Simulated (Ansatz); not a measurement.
# TiSi2: which shell does photoemission see at 21.2 and 1486.7 eV? (PBE)

The valence band of TiSi2 mixes several shells. Work out by hand which one leads the spectrum's area at each photon energy.

Filled states come from the projected DOS of Ansatz 0.2.0 (PBE, plane waves); cross sections σ and asymmetry parameters β are those of free atoms in a Dirac–Hartree–Slater calculation. A shell's area is states × σ × angular factor, which is 1 + β·P₂(cos θ) for linear light, with θ = 54.7° from the polarisation and P₂ = 0.001.

**At 21.2 eV** (states counted from 11.2 eV below the zero; other shells add 0.1 to the products' sum of 18.7):

| shell | filled states a cell | cross section (Mb an electron) | β | angular factor | product | share by hand (%) | share in the simulated spectrum (%) |
| --- | --- | --- | --- | --- | --- | --- | --- |
| Ti 3d | 6.46 | 2.54 | 0.16 | 1.00 | 16.4 | 88 | 88 |
| Si 3s | 4.75 | 0.129 | 2.00 | 1.00 | 0.613 | 3 | 3 |
| Si 3p | 10.61 | 0.148 | 0.75 | 1.00 | 1.57 | 8 | 8 |

**At 1486.7 eV** (states counted from 14.1 eV below the zero; other shells add 0.00028 to the products' sum of 0.00455):

| shell | filled states a cell | cross section (Mb an electron) | β | angular factor | product | share by hand (%) | share in the simulated spectrum (%) |
| --- | --- | --- | --- | --- | --- | --- | --- |
| Ti 3d | 6.46 | 9.17e-05 | 0.73 | 1.00 | 0.000593 | 13 | 13 |
| Si 3s | 5.10 | 0.000534 | 2.00 | 1.00 | 0.00273 | 60 | 60 |
| Si 3p | 10.71 | 8.81e-05 | 1.00 | 1.00 | 0.000944 | 21 | 21 |

Ti 3d leads at 21.2 eV and Si 3s at 1486.7 eV. Between the two energies σ of Ti 3d changes by a factor 3.6e-5 and that of Si 3s by 0.0041, so their ratio moves 115-fold in favour of the second. The simulated spectrum uses the same rule on the energy-resolved DOS, so the two share columns agree within a few points.

Only crystals where the two columns agree within 4 points and the lead is clear are worked in this form. Free-atom cross sections ignore the solid's final states, no escape depth or background enters, and the count of states a shell hangs on the projection.
